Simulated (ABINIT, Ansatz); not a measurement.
## WS2 (P-3m1): zone-centre phonons

Aim: the zone-centre modes of WS2 (P-3m1).

Main program and level: ABINIT 10.8.3; DFT LDA, scalar-relativistic, plane waves, PseudoDojo norm-conserving pseudopotentials.

**1. The structure**

The cell holds 3 atoms: 1 W and 2 S. Its edges and angles: a = 3.170 Å, b = 3.170 Å, c = 15.900 Å, α = 90.0°, β = 90.0°, γ = 120.0°. Vacuum lies along c.

Coordinates:

```cif
data_structure
_symmetry_space_group_name_H-M 'P 1'
_symmetry_Int_Tables_number 1
_cell_length_a 3.1700
_cell_length_b 3.1700
_cell_length_c 15.9000
_cell_angle_alpha 90.000
_cell_angle_beta 90.000
_cell_angle_gamma 120.000
_cell_volume 138.37
loop_
_atom_site_label
_atom_site_type_symbol
_atom_site_fract_x
_atom_site_fract_y
_atom_site_fract_z
_atom_site_occupancy
W1 W 0.00000 0.00000 0.50000 1
S2 S 0.33333 0.66667 0.58969 1
S3 S 0.66667 0.33333 0.41031 1
```

**2. A probe with smearing**

A first run with smearing and empty bands tells whether the crystal has a gap, which decides between fixed occupations and smearing later on.

probe.abi reads:

```
# ground state
tolvrs 1.0d-08
prtden 1
prtwf 1

# basis, mesh and filling
ecut 29.0
ngkpt 6 6 1
nshiftk 1
shiftk 0.0 0.0 0.0
istwfk *1
occopt 7
tsmear 0.005
nband 20
nstep 100
diemac 9.0
prtebands 0
prtgsr 0
useylm 1

# cell and atoms
acell 5.990431237 5.990431237 30.04664538
rprim 
    1.0 0.0 0.0
    -0.5 0.8660254038 0.0
    0.0 0.0 1.0
ntypat 2
znucl 74 16
natom 3
typat 1 2 2
xred 
    0.0 0.0 0.5
    1/3 2/3 0.5896860000
    2/3 1/3 0.4103140000
pp_dirpath "./pseudo"
pseudos "W.upf, S.upf"
```

Command:

```sh
> OMP_NUM_THREADS=1 mpirun -n 4 abinit probe.abi > probe.log
```

Numbers of over 12 decimals in the logs are rounded to 6 here.

probe.abo, the main output file:

```text
[banners, grids, parts of the stress and lines that vanish by symmetry left out]
- input  file    -> probe.abi
- output file    -> probe.abo
- root for input  files -> probei
[...]
Symmetries : space group P-3 m 1 (#164); Bravais hP (primitive hexag.)
[...]
mpw =        7015          nfft =      135000          nkpt =           7
[...]
== DATASET  1 ==================================================================
[...]
cutoff_energies: {ecut:  29.0, pawecutdg:  -1.0, }
[...]
ETOT  1  -97.988711072913    -9.799E+01 7.794E-02 1.709E+02
 ETOT  2  -98.017089355593    -2.838E-02 1.004E-02 1.061E+03
 ETOT  3  -98.093566210620    -7.648E-02 9.416E-03 5.948E+01
 ETOT  4  -98.094254409412    -6.882E-04 9.826E-04 4.717E+01
 ETOT  5  -98.095014569009    -7.602E-04 9.060E-04 3.705E+00
[...]
ETOT 14  -98.095025046736    -1.358E-10 5.921E-07 1.766E-07
 ETOT 15  -98.095025046720     1.685E-11 9.114E-08 4.956E-09
 At SCF step   15       vres2   =  4.96E-09 < tolvrs=  1.00E-08 =>converged.
[...]
sigma(1 1)= -1.37239918E-04  sigma(3 2)=  0.00000000E+00
  sigma(2 2)= -1.37239918E-04  sigma(3 1)=  0.00000000E+00
  sigma(3 3)= -2.84932385E-04  sigma(2 1)=  0.00000000E+00
[...]
convergence: {deltae:  1.685E-11, res2:  4.956E-09, residm:  9.114E-08, diffor: null, }
etotal    :  -9.80950250E+01
[...]
sigma(1 1)= -1.37239918E-04  sigma(3 2)=  0.00000000E+00
  sigma(2 2)= -1.37239918E-04  sigma(3 1)=  0.00000000E+00
  sigma(3 3)= -2.84932385E-04  sigma(2 1)=  0.00000000E+00
[...]
- sigma(1 1)= -4.03773778E+00  sigma(3 2)=  0.00000000E+00
- sigma(2 2)= -4.03773778E+00  sigma(3 1)=  0.00000000E+00
- sigma(3 3)= -8.38300020E+00  sigma(2 1)=  0.00000000E+00
[...]
fcart     -0.0000000000E+00 -0.0000000000E+00  6.9388939039E-18
           strten     -1.3723991776E-04 -1.3723991779E-04 -2.8493238538E-04
================================================================================

[key lines of the parts left out:]
pressure_GPa:   5.4862E+00
```

Wall time 17 s (4 MPI ranks of Arm Neoverse V2, shared host).

Numbers from this step:

| Property | Result |
| --- | --- |
| gap on the k-mesh | 0 eV |
| area per atom | 2.901 Å² |

No gap opens on this mesh, so smearing is kept.

**3. Rough relaxation**

The typed start is rough, so a first relaxation with smearing and loose thresholds takes it towards rest cheaply.

prerelax.abi reads:

```
# relaxation
ionmov 2
optcell 9
dilatmx 1.15
chkdilatmx 0
ntime 40
tolmxf 3.0d-04
tolvrs 1.0d-10
prtwf 0
prtden 0
chksymtnons 0

# basis, mesh and filling
ecut 30.0
ecutsm 3.0
ngkpt 6 6 1
nshiftk 1
shiftk 0.0 0.0 0.0
istwfk *1
occopt 7
tsmear 0.005
nband 20
nstep 100
diemac 1000000.0
prtebands 0
prtgsr 0
useylm 1

# cell and atoms
acell 5.990431237 5.990431237 30.04664538
rprim 
    1.0 0.0 0.0
    -0.5 0.8660254038 0.0
    0.0 0.0 1.0
ntypat 2
znucl 74 16
natom 3
typat 1 2 2
xred 
    0.0 0.0 0.5
    1/3 2/3 0.5896860000
    2/3 1/3 0.4103140000
pp_dirpath "./pseudo"
pseudos "W.upf, S.upf"
```

Command:

```sh
> OMP_NUM_THREADS=1 mpirun -n 4 abinit prerelax.abi > prerelax.log
```

prerelax.abo, the main output file:

```text
[banners, grids, parts of the stress and lines that vanish by symmetry left out]
- input  file    -> prerelax.abi
- output file    -> prerelax.abo
- root for input  files -> prerelaxi
[...]
Symmetries : space group P-3 m 1 (#164); Bravais hP (primitive hexag.)
[...]
mpw =       11239          nfft =      233280          nkpt =           7
[...]
== DATASET  1 ==================================================================
[...]
cutoff_energies: {ecut:  30.0, pawecutdg:  -1.0, }
[...]
ETOT  1  -97.987064897911    -9.799E+01 9.775E-02 2.781E+02
 ETOT  2  -98.024963615516    -3.790E-02 8.062E-03 1.869E+03
 ETOT  3  -98.093585972839    -6.862E-02 1.447E-03 1.970E+02
 ETOT  4  -98.094017797417    -4.318E-04 7.074E-04 1.546E+02
 ETOT  5  -98.094809039470    -7.912E-04 2.074E-04 6.316E+01
[...]
At SCF step   25       vres2   =  1.83E-11 < tolvrs=  1.00E-10 =>converged.
[...]
ETOT 22  -98.107021470604    -1.144E-11 6.145E-09 9.241E-11
 At SCF step   22       vres2   =  9.24E-11 < tolvrs=  1.00E-10 =>converged.
[...]
sigma(1 1)= -5.17413574E-08  sigma(3 2)=  0.00000000E+00
  sigma(2 2)= -5.17413897E-08  sigma(3 1)=  0.00000000E+00
  sigma(3 3)=  1.62269396E-06  sigma(2 1)=  0.00000000E+00
[...]
convergence: {deltae: -1.144E-11, res2:  9.241E-11, residm:  6.145E-09, diffor: null, }
etotal    :  -9.81070215E+01
[...]
At Broyd/MD step   9, gradients are converged :
[...]
sigma(1 1)= -5.17413574E-08  sigma(3 2)=  0.00000000E+00
  sigma(2 2)= -5.17413897E-08  sigma(3 1)=  0.00000000E+00
  sigma(3 3)=  1.62269396E-06  sigma(2 1)=  0.00000000E+00
[...]
- sigma(1 1)= -1.52228329E-03  sigma(3 2)=  0.00000000E+00
- sigma(2 2)= -1.52228424E-03  sigma(3 1)=  0.00000000E+00
- sigma(3 3)=  4.77413045E-02  sigma(2 1)=  0.00000000E+00
[...]
fcart      6.0730761191E-29  3.1556629189E-28 -0.0000000000E+00
           strten     -5.1741357427E-08 -5.1741389705E-08  1.6226939573E-06
================================================================================

[key lines of the parts left out:]
pressure_GPa:  -1.4899E-02
Total energy (etotal) [Ha]= -9.81070214706041E+01
```

Run time: 4.5 min. Hardware: 4 MPI ranks; 18 min of CPU time.

Relaxation path:

| step | energy less that of the first step (eV) | largest force (eV/Å) | volume (Å³) |
| --- | --- | --- | --- |
| 1 | 0.0000 | 2.5710 | 138.37 |
| 2 | -0.1397 | 1.8350 | 139.54 |
| 3 | -0.2808 | 0.3941 | 141.68 |
| 4 | -0.2885 | 0.1836 | 141.60 |
| 5 | -0.2987 | 0.0307 | 140.81 |
| 6 | -0.3128 | 0.2164 | 138.79 |
| 7 | -0.3243 | 0.2234 | 136.22 |
| 8 | -0.3284 | 0.0866 | 134.86 |
| 9 | -0.3288 | 0.0127 | 134.76 |

| cell as run | before | after | change |
| --- | --- | --- | --- |
| a (Å) | 3.170 | 3.128 | -1.3 % |
| b (Å) | 3.170 | 3.128 | -1.3 % |

The atoms that moved most (Å, along periodic axes as changes of fractional coordinates times the final cell, across vacuum about the mean position):

| atom | dx | dy | dz | length |
| --- | --- | --- | --- | --- |
| S3 | 0.000 | 0.000 | -0.151 | 0.151 |
| S2 | 0.000 | 0.000 | 0.151 | 0.151 |

Final coordinates:

```xyz
3
Lattice="3.1283 0.0000 0.0000 -1.5642 2.7092 0.0000 0.0000 0.0000 15.9000" Properties=species:S:1:pos:R:3
W     0.0000    0.0000    7.9500
S     0.0000    1.8061    9.5273
S     1.5642    0.9031    6.3727
```

Read from the output:

| Quantity | Value |
| --- | --- |
| area per atom | 2.825 Å² |

The volume changes by -2.6 % in this run and stands -2.6 % from the first cell.

**4. Relaxation**

The in-plane cell and the atoms are brought to rest; the spacing across the vacuum is kept.

relax.abi reads:

```
# relaxation
ionmov 2
optcell 9
dilatmx 1.08
ntime 40
tolmxf 1.0d-05
tolvrs 1.0d-14
prtwf 0
prtden 0
chksymtnons 0

# basis, mesh and filling
ecut 36.0
ecutsm 3.0
ngkpt 15 15 1
nshiftk 1
shiftk 0.0 0.0 0.0
istwfk *1
occopt 7
tsmear 0.01
nband 20
nstep 100
diemac 1000000.0
prtebands 0
prtgsr 0
useylm 1

# cell and atoms
acell 5.911655906 5.911655906 30.04664538
rprim 
    1.0 0.0 0.0
    -0.5 0.8660254038 0.0
    0.0 0.0 1.0
ntypat 2
znucl 74 16
natom 3
typat 1 2 2
xred 
    0.0 0.0 0.5
    1/3 2/3 0.5992008222
    2/3 1/3 0.4007991778
pp_dirpath "./pseudo"
pseudos "W.upf, S.upf"
```

Command:

```sh
> OMP_NUM_THREADS=1 mpirun -n 4 abinit relax.abi > relax.log
```

relax.abo, the main output file:

```text
[banners, grids, parts of the stress and lines that vanish by symmetry left out]
- input  file    -> relax.abi
- output file    -> relax.abo
- root for input  files -> relaxi
[...]
Symmetries : space group P-3 m 1 (#164); Bravais hP (primitive hexag.)
[...]
mpw =       11861          nfft =      233280          nkpt =          27
[...]
== DATASET  1 ==================================================================
[...]
cutoff_energies: {ecut:  36.0, pawecutdg:  -1.0, }
[...]
ETOT  1  -98.001572551290    -9.800E+01 1.012E-01 2.352E+02
 ETOT  2  -98.000387890840     1.185E-03 1.565E-02 3.152E+03
 ETOT  3  -98.104479454996    -1.041E-01 1.786E-03 2.472E+02
 ETOT  4  -98.105802452391    -1.323E-03 1.087E-03 1.508E+02
 ETOT  5  -98.106567153228    -7.647E-04 4.266E-04 6.097E+01
[...]
At SCF step   26       vres2   =  8.03E-15 < tolvrs=  1.00E-14 =>converged.
[...]
sigma(1 1)=  4.29097605E-06  sigma(3 2)=  0.00000000E+00
  sigma(2 2)=  4.29097601E-06  sigma(3 1)=  0.00000000E+00
  sigma(3 3)= -1.06426716E-05  sigma(2 1)=  0.00000000E+00
[...]
convergence: {deltae:  1.282E-11, res2:  8.031E-15, residm:  3.921E-05, diffor: null, }
etotal    :  -9.81067096E+01
[...]
ETOT  1  -98.106616207170    -9.811E+01 7.875E-05 8.375E+00
[...]
At SCF step   26       vres2   =  6.86E-17 < tolvrs=  1.00E-14 =>converged.
[...]
sigma(1 1)=  4.77853273E-06  sigma(3 2)=  0.00000000E+00
  sigma(2 2)=  4.77853269E-06  sigma(3 1)=  0.00000000E+00
  sigma(3 3)= -9.28029294E-06  sigma(2 1)=  0.00000000E+00
[...]
convergence: {deltae: -2.022E-11, res2:  6.858E-17, residm:  5.285E-07, diffor: null, }
etotal    :  -9.81067156E+01
[...]
ETOT  1  -98.086495426203    -9.809E+01 6.162E+01 1.622E+03
[...]
At SCF step   26       vres2   =  7.34E-16 < tolvrs=  1.00E-14 =>converged.
[...]
sigma(1 1)=  8.39638854E-06  sigma(3 2)=  0.00000000E+00
  sigma(2 2)=  8.39638850E-06  sigma(3 1)=  0.00000000E+00
  sigma(3 3)=  3.98740496E-06  sigma(2 1)=  0.00000000E+00
[...]
convergence: {deltae:  1.040E-11, res2:  7.338E-16, residm:  4.268E-07, diffor: null, }
etotal    :  -9.81067502E+01
[...]
ETOT  1  -98.104293638281    -9.810E+01 9.751E-02 1.853E+02
[...]
At SCF step   25       vres2   =  5.65E-15 < tolvrs=  1.00E-14 =>converged.
[...]
sigma(1 1)=  7.50122181E-06  sigma(3 2)=  0.00000000E+00
  sigma(2 2)=  7.50122178E-06  sigma(3 1)=  0.00000000E+00
  sigma(3 3)=  4.48253682E-06  sigma(2 1)=  0.00000000E+00
[...]
convergence: {deltae: -1.265E-11, res2:  5.653E-15, residm:  1.038E-07, diffor: null, }
etotal    :  -9.81067550E+01
[...]
ETOT  1  -98.064176563447    -9.806E+01 5.007E+01 3.126E+03
[...]
At SCF step   26       vres2   =  7.92E-15 < tolvrs=  1.00E-14 =>converged.
[...]
sigma(1 1)=  1.50989244E-06  sigma(3 2)=  0.00000000E+00
  sigma(2 2)=  1.50989241E-06  sigma(3 1)=  0.00000000E+00
  sigma(3 3)=  2.24519964E-06  sigma(2 1)=  0.00000000E+00
[...]
convergence: {deltae: -6.324E-12, res2:  7.919E-15, residm:  6.476E-07, diffor: null, }
etotal    :  -9.81067672E+01
[...]
ETOT  1  -98.106448955725    -9.811E+01 1.637E-04 2.238E+01
[...]
At SCF step   25       vres2   =  4.08E-15 < tolvrs=  1.00E-14 =>converged.
[...]
sigma(1 1)=  2.13210049E-07  sigma(3 2)=  0.00000000E+00
  sigma(2 2)=  2.13210016E-07  sigma(3 1)=  0.00000000E+00
  sigma(3 3)=  5.34751058E-07  sigma(2 1)=  0.00000000E+00
[...]
convergence: {deltae:  7.617E-12, res2:  4.083E-15, residm:  2.340E-08, diffor: null, }
etotal    :  -9.81067678E+01
[...]
ETOT  1  -98.106763483610    -9.811E+01 4.369E-07 3.729E-01
[...]
ETOT 22  -98.106767877902     1.705E-12 4.753E-11 3.294E-14
 ETOT 23  -98.106767877905    -2.771E-12 2.282E-11 8.594E-15
 At SCF step   23       vres2   =  8.59E-15 < tolvrs=  1.00E-14 =>converged.
[...]
sigma(1 1)= -8.60487696E-09  sigma(3 2)=  0.00000000E+00
  sigma(2 2)= -8.60490984E-09  sigma(3 1)=  0.00000000E+00
  sigma(3 3)=  1.05646944E-08  sigma(2 1)=  0.00000000E+00
[...]
convergence: {deltae: -2.771E-12, res2:  8.594E-15, residm:  2.282E-11, diffor: null, }
etotal    :  -9.81067679E+01
[...]
At Broyd/MD step   7, gradients are converged :
[...]
sigma(1 1)= -8.60487696E-09  sigma(3 2)=  0.00000000E+00
  sigma(2 2)= -8.60490984E-09  sigma(3 1)=  0.00000000E+00
  sigma(3 3)=  1.05646944E-08  sigma(2 1)=  0.00000000E+00
[...]
- sigma(1 1)= -2.53164221E-04  sigma(3 2)=  0.00000000E+00
- sigma(2 2)= -2.53165188E-04  sigma(3 1)=  0.00000000E+00
- sigma(3 3)=  3.10824042E-04  sigma(2 1)=  0.00000000E+00
[...]
fcart     -0.0000000000E+00 -0.0000000000E+00 -0.0000000000E+00
           strten     -8.6048769595E-09 -8.6049098403E-09  1.0564694439E-08
================================================================================

[key lines of the parts left out:]
pressure_GPa:   6.5168E-05
Total energy (etotal) [Ha]= -9.81067678779050E+01
```

Wall time 13 min (4 MPI ranks); 54 min of CPU time.

Relaxation path:

| step | energy less that of the first step (eV) | largest force (eV/Å) | volume (Å³) |
| --- | --- | --- | --- |
| 1 | 0.0000 | 0.0835 | 134.76 |
| 2 | -0.0002 | 0.0727 | 134.72 |
| 3 | -0.0011 | 0.0310 | 134.26 |
| 4 | -0.0012 | 0.0347 | 134.12 |
| 5 | -0.0016 | 0.0173 | 133.55 |
| 6 | -0.0016 | 0.0041 | 133.51 |
| 7 | -0.0016 | 0.0001 | 133.52 |

| cell as run | before | after | change |
| --- | --- | --- | --- |
| a (Å) | 3.128 | 3.114 | -0.5 % |
| b (Å) | 3.128 | 3.114 | -0.5 % |

The atoms that moved most (Å, along periodic axes as changes of fractional coordinates times the final cell, across vacuum about the mean position):

| atom | dx | dy | dz | length |
| --- | --- | --- | --- | --- |
| S3 | 0.000 | 0.000 | -0.013 | 0.013 |
| S2 | 0.000 | 0.000 | 0.013 | 0.013 |

Final coordinates:

```xyz
3
Lattice="3.1139 0.0000 0.0000 -1.5570 2.6967 0.0000 0.0000 0.0000 15.9000" Properties=species:S:1:pos:R:3
W     0.0000    0.0000    7.9500
S     0.0000    1.7978    9.5403
S     1.5570    0.8989    6.3597
```

This step gave:

```yaml
area_per_atom: 2.799 Å²
```

The volume changes by -0.9 % in this run and stands -3.5 % from the first cell.

**5. Self-consistent run for the response**

The response is built on these wavefunctions, so the potential is converged far more tightly than an energy would need. Smearing stays on, as the first look found no gap above 0.3 eV.

gs.abi reads:

```
# ground state
tolvrs 1.0d-16
prtden 1
prtwf 1

# basis, mesh and filling
ecut 29.0
ngkpt 15 15 1
nshiftk 1
shiftk 0.0 0.0 0.0
istwfk *1
occopt 7
tsmear 0.01
nband 20
nstep 100
diemac 1000000.0
prtebands 0
prtgsr 0
useylm 1

# cell and atoms
acell 5.884418061 5.884418061 30.04664538
rprim 
    1.0 0.0 0.0
    -0.5 0.8660254038 0.0
    0.0 0.0 1.0
ntypat 2
znucl 74 16
natom 3
typat 1 2 2
xred 
    0.0 0.0 0.5
    1/3 2/3 0.6000207738
    2/3 1/3 0.3999792262
pp_dirpath "./pseudo"
pseudos "W.upf, S.upf"
```

Command:

```sh
> OMP_NUM_THREADS=1 mpirun -n 4 abinit gs.abi > gs.log
```

gs.abo, the main output file:

```text
[banners, grids, parts of the stress and lines that vanish by symmetry left out]
- input  file    -> gs.abi
- output file    -> gs.abo
- root for input  files -> gsi
[...]
Symmetries : space group P-3 m 1 (#164); Bravais hP (primitive hexag.)
[...]
mpw =        6759          nfft =      135000          nkpt =          27
[...]
== DATASET  1 ==================================================================
[...]
cutoff_energies: {ecut:  29.0, pawecutdg:  -1.0, }
[...]
ETOT  1  -98.002050197035    -9.800E+01 7.700E-02 1.369E+02
 ETOT  2  -97.997402659134     4.648E-03 2.271E-02 1.918E+03
 ETOT  3  -98.104048745002    -1.066E-01 7.734E-03 1.527E+02
 ETOT  4  -98.105430326656    -1.382E-03 9.013E-04 9.380E+01
 ETOT  5  -98.106296912053    -8.666E-04 1.442E-03 3.625E+01
[...]
ETOT 30  -98.106444918437     4.093E-12 2.350E-06 1.081E-16
 ETOT 31  -98.106444918433     3.610E-12 2.815E-06 6.162E-17
 At SCF step   31       vres2   =  6.16E-17 < tolvrs=  1.00E-16 =>converged.
[...]
sigma(1 1)=  3.11269958E-06  sigma(3 2)=  0.00000000E+00
  sigma(2 2)=  3.11269955E-06  sigma(3 1)=  0.00000000E+00
  sigma(3 3)=  3.23210988E-06  sigma(2 1)=  0.00000000E+00
[...]
convergence: {deltae:  3.610E-12, res2:  6.162E-17, residm:  2.815E-06, diffor: null, }
etotal    :  -9.81064449E+01
[...]
sigma(1 1)=  3.11269958E-06  sigma(3 2)=  0.00000000E+00
  sigma(2 2)=  3.11269955E-06  sigma(3 1)=  0.00000000E+00
  sigma(3 3)=  3.23210988E-06  sigma(2 1)=  0.00000000E+00
[...]
- sigma(1 1)=  9.15787835E-02  sigma(3 2)=  0.00000000E+00
- sigma(2 2)=  9.15787826E-02  sigma(3 1)=  0.00000000E+00
- sigma(3 3)=  9.50919558E-02  sigma(2 1)=  0.00000000E+00
[...]
fcart     -1.2202374453E-28 -3.5225220875E-28 -0.0000000000E+00
           strten      3.1126995845E-06  3.1126995515E-06  3.2321098846E-06
================================================================================

[key lines of the parts left out:]
pressure_GPa:  -9.2750E-02
```

Elapsed: 85 s, on 4 MPI ranks.

(Part 1 of 3 ends here.)

[Host names and launcher messages were left out of these logs when they were recorded.]

[Logs are printed without paths, hosts, clocks, repeated set-up lines and the standing remarks that a program may print on its own settings, such as how far it seeks lower states.]

[Hosts, paths, dates, database ids (printed as entryN), source tags and the programs' standing remarks are cut or masked in the printed files.]
